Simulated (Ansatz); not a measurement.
# ZrSeS monolayer, Janus: relaxing the cell for a phonon run, part 2 of 2

Wanted: the relaxed cell of ZrSeS monolayer, Janus.

Ansatz 0.2.0; DFT LDA, scalar-relativistic, plane waves, PAW.

So far. Step 2 (A coarse first look): The coarse mesh shows a gap of 0.62 eV.

## (5) Relaxing to small forces for the phonons

Phonons need a cell at rest on their own settings, so the relaxation is repeated with tight tolerances on forces and stress, using the mesh and the filling of the phonon run that follows.

File input.yaml:

```yaml
crystal:
  lattice:
    - [3.6560964402, 0.0, 0.0]
    - [-1.8280482201, 3.1662723959, 0.0]
    - [0.0, 0.0, 30.0]
  atoms:
    - { symbol: Zr, position: [0.0, 0.0, 0.3348983839] }
    - { symbol: S, position: [0.3333333333, 0.6666666667, 0.3809884899] }
    - { symbol: Se, position: [0.6666666667, 0.3333333333, 0.2807797929] }
  periodic: [true, true, false]
kpoints:
  mp_grid: { grid: [12, 12, 1] }
hamiltonian:
  xc: lda
scf:
  occupations: { method: fixed }
output:
  forces: true
  stress: true
  eigenvalues: true
  write_density: true
  write_potential: true
  elf: true
  volumetric_format: npy
relax:
  adjacent_minimum: "off"
  f_tol: 0.001
  max_steps: 60
  cell: { stress_2d_tol: 0.002 }
```

Command:

```bash
$ ansatz run input.yaml --threads 8 --pin off --max-ram 14336MiB --backend cpu --events-out ev --progress --plain --runs-dir out
```

Numbers of over 12 decimals in the logs are rounded to 6 here.

Output:

```text
[...]
Crystal: 3 atoms, lattice volume = 347.286 Å³
Basis set: ecut = 420 eV, 6689 PW (Γ)
Bands: 21, of which v1, the nominal top of the filled ones, is band 17 counted from 1 (16 counted from 0)
Symmetry: 6 space group operations
[...]
k-points: 19 of 144 (time reversal used)
[...]
k-point 18: bands = [... 13 lower, -9.5046, -8.2706, -8.0516, -7.9823, -3.9668, -3.4245, -3.1812, -1.1609]
--- Relaxed structure (3 steps of the walk, 2 accepted, 1 SCFs on fresh bases) ---
[...]
cell:  # Å, volume = 347.2950 Å³
    - [3.656144, 0, 0]
    - [-1.828072, 3.166314, 0]
    - [0, 0, 30.0]
  atoms:
    - { symbol: Zr, position: [0, 0, 0.334898] }
    - { symbol: S, position: [0.333333, 0.666667, 0.380994] }
    - { symbol: Se, position: [0.666667, 0.333333, 0.280775] }
[key lines of the parts left out:]
SCF converged after 10 iterations
Free energy (F): -10334.499230 eV
Fermi energy:    -5.908302 eV
P = ½ c Tr σ = 0.0003 N/m
```

Elapsed: 13 s, on 8 threads of Arm Neoverse V1, shared host; peak memory 0.83 GiB; 98 s of CPU time.

Little changed from the start: no atom moved by 0.005 Å and no cell edge by 0.1 %.

Numbers from this step:

* gap on the k-mesh: 0.5037 eV

Valence density in the ac plane at fractional y = 0.000, with atoms of Zr within 0.2 Å of it. It is the smooth field of the valence electrons, not physical close to the nuclei.

Ten steps, logarithmic in the rise over the least value, from '_' (0.0 e/Å³) to '@' (2.7 e/Å³), each cell a mean:
```
____________________________
____________________________
____________________________
____________________________
____________________________
____________________________
____________________________
____________________________
____________________________
____________________________
____________________________
____________________________
____________________________
________............________
::::----====++++++====----::
@@@@@@##++++======++++%%@@@@
@@@@%%**++++++++++++++##%%@@
::::----====++++++====--::::
________..............______
____________________________
____________________________
____________________________
____________________________
____________________________
```
Columns run along a (3.7 Å), rows up along c (30.0 Å). Atoms in or near the plane, at fractional coordinates: Zr at (0.00, 0.33).

ELF in the ac plane at fractional y = 0.000, with atoms of Zr within 0.2 Å of it. It is the smooth field of the valence electrons, not physical close to the nuclei.

Values, 24 rows by 14 columns, each cell a mean:
```
0.00 0.00 0.00 0.00 0.00 0.00 0.00 0.00 0.00 0.00 0.00 0.00 0.00 0.00
0.00 0.00 0.00 0.00 0.00 0.00 0.00 0.00 0.00 0.00 0.00 0.00 0.00 0.00
0.00 0.00 0.00 0.00 0.00 0.00 0.00 0.00 0.00 0.00 0.00 0.00 0.00 0.00
0.00 0.00 0.00 0.00 0.00 0.00 0.00 0.00 0.00 0.00 0.00 0.00 0.00 0.00
0.00 0.00 0.00 0.00 0.00 0.00 0.00 0.00 0.00 0.00 0.00 0.00 0.00 0.00
0.00 0.00 0.00 0.00 0.00 0.00 0.00 0.00 0.00 0.00 0.00 0.00 0.00 0.00
0.00 0.00 0.00 0.00 0.00 0.00 0.00 0.00 0.00 0.00 0.00 0.00 0.00 0.00
0.00 0.00 0.00 0.00 0.00 0.00 0.00 0.00 0.00 0.00 0.00 0.00 0.00 0.00
0.00 0.00 0.00 0.00 0.00 0.00 0.00 0.00 0.00 0.00 0.00 0.00 0.00 0.00
0.00 0.00 0.00 0.00 0.00 0.00 0.00 0.00 0.00 0.00 0.00 0.00 0.00 0.00
0.00 0.00 0.00 0.00 0.00 0.00 0.00 0.00 0.00 0.00 0.00 0.00 0.00 0.00
0.00 0.00 0.00 0.00 0.00 0.00 0.00 0.00 0.00 0.00 0.00 0.00 0.00 0.00
0.00 0.00 0.00 0.00 0.00 0.01 0.01 0.01 0.01 0.00 0.00 0.00 0.00 0.00
0.01 0.01 0.02 0.06 0.13 0.21 0.27 0.29 0.26 0.19 0.11 0.05 0.02 0.01
0.05 0.07 0.14 0.35 0.56 0.70 0.75 0.76 0.74 0.67 0.52 0.27 0.11 0.06
0.44 0.56 0.60 0.40 0.25 0.33 0.46 0.49 0.43 0.29 0.26 0.48 0.61 0.53
0.43 0.47 0.45 0.35 0.33 0.43 0.53 0.55 0.50 0.40 0.32 0.39 0.47 0.46
0.06 0.09 0.19 0.39 0.57 0.68 0.72 0.72 0.71 0.66 0.54 0.32 0.15 0.08
0.01 0.01 0.02 0.07 0.14 0.23 0.30 0.32 0.29 0.21 0.12 0.05 0.02 0.01
0.00 0.00 0.00 0.00 0.00 0.01 0.01 0.01 0.01 0.01 0.00 0.00 0.00 0.00
0.00 0.00 0.00 0.00 0.00 0.00 0.00 0.00 0.00 0.00 0.00 0.00 0.00 0.00
0.00 0.00 0.00 0.00 0.00 0.00 0.00 0.00 0.00 0.00 0.00 0.00 0.00 0.00
0.00 0.00 0.00 0.00 0.00 0.00 0.00 0.00 0.00 0.00 0.00 0.00 0.00 0.00
0.00 0.00 0.00 0.00 0.00 0.00 0.00 0.00 0.00 0.00 0.00 0.00 0.00 0.00
```
Columns run along a (3.7 Å), rows up along c (30.0 Å). Atoms in or near the plane, at fractional coordinates: Zr at (0.00, 0.33).

Electrostatic potential energy in the ac plane at fractional y = 0.000, with atoms of Zr within 0.2 Å of it. With pseudopotentials it is smooth inside the atoms' cores, unlike the true potential.

Ten even steps from '_' (-19 eV) to '@' (0 eV), each cell a mean:
```
@@@@@@@@@@@@@@@@@@@@@@@@@@@@
@@@@@@@@@@@@@@@@@@@@@@@@@@@@
@@@@@@@@@@@@@@@@@@@@@@@@@@@@
@@@@@@@@@@@@@@@@@@@@@@@@@@@@
@@@@@@@@@@@@@@@@@@@@@@@@@@@@
@@@@@@@@@@@@@@@@@@@@@@@@@@@@
@@@@@@@@@@@@@@@@@@@@@@@@@@@@
@@@@@@@@@@@@@@@@@@@@@@@@@@@@
@@@@@@@@@@@@@@@@@@@@@@@@@@@@
@@@@@@@@@@@@@@@@@@@@@@@@@@@@
@@@@@@@@@@@@@@@@@@@@@@@@@@@@
@@@@@@@@@@@@@@@@@@@@@@@@@@@@
@@@@@@@@@@@@@@@@@@@@@@@@@@@@
@@@@@@@@@@@@@@@@@@@@@@@@@@@@
######%%%%##########%%%%####
______..--++####**++::______
__....::==****##****==::....
%%%%%%%%%%##******##%%%%%%%%
@@@@@@@@@@@@@@@@@@@@@@@@@@@@
@@@@@@@@@@@@@@@@@@@@@@@@@@@@
@@@@@@@@@@@@@@@@@@@@@@@@@@@@
@@@@@@@@@@@@@@@@@@@@@@@@@@@@
@@@@@@@@@@@@@@@@@@@@@@@@@@@@
@@@@@@@@@@@@@@@@@@@@@@@@@@@@
```
Columns run along a (3.7 Å; values clipped at the 3rd and 97th percentile), rows up along c (30.0 Å). Atoms in or near the plane, at fractional coordinates: Zr at (0.00, 0.33).

The largest force component left is 0.40 meV/Å, within the tolerances set.

## (6) Summary of results

```yaml
space_group_after_relaxation_within_0p01_a: P3m1
lattice_constant_a: 3.656 Å
lattice_constant_b: 3.656 Å
area_per_atom: 3.86 Å²
gap_on_the_k_mesh: 0.504 eV
```

**Reading.** The largest force component left is 0.40 meV/Å, within the tolerances set. The relaxation keeps the symmetry of its start, so it says nothing on stability against lower symmetry. The starting cell was built on a prototype and not taken from a measurement.

[Logs are printed without paths, hosts, clocks, repeated set-up lines and the standing remarks that a program may print on its own settings, such as how far it seeks lower states.]

[Hosts, paths, dates, database ids (printed as entryN), source tags and the programs' standing remarks are cut or masked in the printed files.]
